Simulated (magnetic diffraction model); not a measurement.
**Which magnetic order? Tm₂SbO₂**

Space group C2/m (no. 12), a = 5.4710 Å, b = 5.4010 Å, c = 6.8180 Å, β = 112.45°.

```
site  atom       x       y       z
  4i    Tm  0.1654     1/2  0.3166
  2a    Sb       0       0       0
  4h     O       0  0.7509     1/2
```

The compound is invented for this exercise: a known structure type with other elements, its cell scaled to their sizes and not relaxed.

Only Tm is taken to order (form factors of Tm3+); orders and moment sizes are assumed, and not adapted to the symmetry. Radiation: neutrons of λ = 1.594 Å, 8° to 40°; isotropic B of 0.18 Å² (Tm), 0.2 Å² (Sb) and 0.31 Å² (O). Simulated constant-wavelength pattern: nuclear and magnetic terms add, the magnetic one as |2.695 fm × Σ f S⊥ exp(2πi Q·r) exp(−B s²)|², summed over all Q at one angle with the factor 1/(sin²θ cos θ). For collinear order S is the moment m, which repeats by lattice and centring translations R with the sign exp(−2πi k·R). Free-ion form factors, Sears's scattering lengths of 1992, no absorption; a label names one of the reflections at its angle. The strongest nuclear line in the range is 100, and lines under 0.2 are left out.

Above the ordering temperature:

```
2θ (°)     index      I
 14.53   (0 0 1)   86.2
 24.94   (1 1 0)    1.0
 25.15  (1 1 -1)    3.1
 29.31   (0 0 2)    9.3
 32.40   (1 1 1)  100.0
 32.89  (1 1 -2)   96.5
 33.89  (2 0 -1)    7.9
 34.33   (0 2 0)    7.8
 36.75   (2 0 0)   10.8
 37.34  (2 0 -2)   15.8
 37.46   (0 2 1)   25.8
```

Below it (cell unchanged):

| 2θ (°) | I |
| --- | --- |
| 14.53 | 305.5 |
| 24.94 | 69.0 |
| 25.15 | 63.4 |
| 29.31 | 41.7 |
| 32.40 | 100.9 |
| 32.89 | 99.2 |
| 33.89 | 7.9 |
| 34.33 | 7.8 |
| 36.75 | 14.7 |
| 37.34 | 21.0 |
| 37.46 | 81.7 |

**Question.** Find the propagation vector, then choose among these models:
A. collinear moments along [010], 3.9 μB on Tm; signs + at (0.1654, 1/2, 0.3166), + at (0.8346, 1/2, 0.6834)
B. collinear moments along [100], 3.9 μB on Tm; signs + at (0.1654, 1/2, 0.3166), − at (0.8346, 1/2, 0.6834)
C. collinear moments along [010], 3.9 μB on Tm; signs + at (0.1654, 1/2, 0.3166), − at (0.8346, 1/2, 0.6834)
D. collinear moments along [100], 3.9 μB on Tm; signs + at (0.1654, 1/2, 0.3166), + at (0.8346, 1/2, 0.6834)

No line moves, and magnetic intensity falls on nuclear lines such as the one at 14.53°, so the magnetic cell equals the chemical primitive cell: k = 0.

Magnetic intensity, observed (below minus above) and for each model:

| 2θ (°) | index | observed | A | B | C | D |
| --- | --- | --- | --- | --- | --- | --- |
| 14.53 | (0 0 1) | 219.3 | 43.4 | 219.3 | 219.3 | 43.4 |
| 24.94 | (1 1 0) | 68.0 | 23.0 | 68.0 | 66.5 | 23.5 |
| 25.15 | (1 1 -1) | 60.2 | 30.1 | 60.2 | 59.0 | 30.8 |
| 32.40 | (1 1 1) | 0.9 | 66.6 | 0.9 | 0.9 | 67.3 |
| 32.89 | (1 1 -2) | 2.7 | 63.3 | 2.7 | 2.7 | 63.9 |
| 33.89 | (2 0 -1) | <0.2 | 42.0 | <0.2 | 0.3 | <0.2 |
| 34.33 | (0 2 0) | <0.2 | <0.2 | <0.2 | <0.2 | 41.0 |
| 37.46 | (0 2 1) | 55.9 | 1.7 | 55.9 | 8.7 | 11.1 |

Model B matches.

The structure used: k = (0 0 0), collinear moments along [100], 3.9 μB on Tm; signs + at (0.1654, 1/2, 0.3166), − at (0.8346, 1/2, 0.6834).

[Logs are printed without paths, hosts, clocks, repeated set-up lines and the standing remarks that a program may print on its own settings, such as how far it seeks lower states.]
